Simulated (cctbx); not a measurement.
## Lattice, Laue class and space group of a new crystal

Cell: a = 4.9910 Å, b = 4.9910 Å, c = 4.5080 Å, α = 90.00°, β = 90.00°, γ = 120.00°. Expected content of the cell: Fe1 Mn2 Mg3.

The data are simulated with cctbx, not measured: Ag Kα, λ = 0.56087 Å, to d = 0.8 Å, 70 % of the full sphere, strongest reflection 70000 counts, noise from counting, a 1.5 % proportional error and a noise floor of 8 counts (s.d.); no absorption.

A first pass over the reflections prints:

```text
586 reflections to d = 0.804 A
centring   violations  <I/sigma> of those
    A        213 of   303     19.8
    B        229 of   312     20.0
    C        210 of   289     21.5
    I        218 of   301     20.0
    R        296 of   400     20.8
    F        326 of   452     20.4
Laue class    unique    Rint  (classes that these axes allow; Friedel mates merged)
P -1              371   0.015
P 1 1 2/m         228   0.017
P -3              137   0.016
P -3 1 m           85   0.016
P -3 m 1           94   0.017
P 6/m              80   0.017
P 6/m m m          61   0.018
space group    extra absences  I>4sigma  <I/sigma>
P 6 2 2                 0          0         -  acentric
P 6 m m                 0          0         -  acentric
P -6 m 2                0          0         -  acentric
P -6 2 m                0          0         -  acentric
P 6/m m m               0          0         -  centric
Wilson B = 2.72 A^2   <|E^2-1|> = 0.861 (0.968 centric, 0.736 acentric)   E^2>4: 1.7 %
shell (A)         n   <I/sigma>
 4.51 - 1.36     17     63.9
 1.36 - 1.09     12     76.4
 1.09 - 0.95     10     37.2
 0.95 - 0.87     10     71.1
 0.87 - 0.80     12     31.7
```

**Question.** What are the lattice type, the Laue class and the likely space group?

Every centring test has many violations, so the lattice is primitive.

Rint stays low (0.015 to 0.018) up to P 6/m m m, the highest class in these axes.

5 settings pass the absence test. No glide or screw absences show, which leaves P 6 2 2, P 6 m m, P -6 m 2, P -6 2 m and P 6/m m m.

⟨|E²−1|⟩ = 0.861 lies between the two ideal values. The Wilson B of 2.72 Å² means U ≈ 0.0344 Å².

The true group is P-62m (no. 189), Laue class 6/mmm, non-centrosymmetric. The tables only narrow the choice to the tied entries; cell content, site symmetry and trial solutions must settle it.

This is a model crystal, built by substitution and not relaxed, with assumed displacement parameters.

[Logs are printed without paths, hosts, clocks, repeated set-up lines and the standing remarks that a program may print on its own settings, such as how far it seeks lower states.]
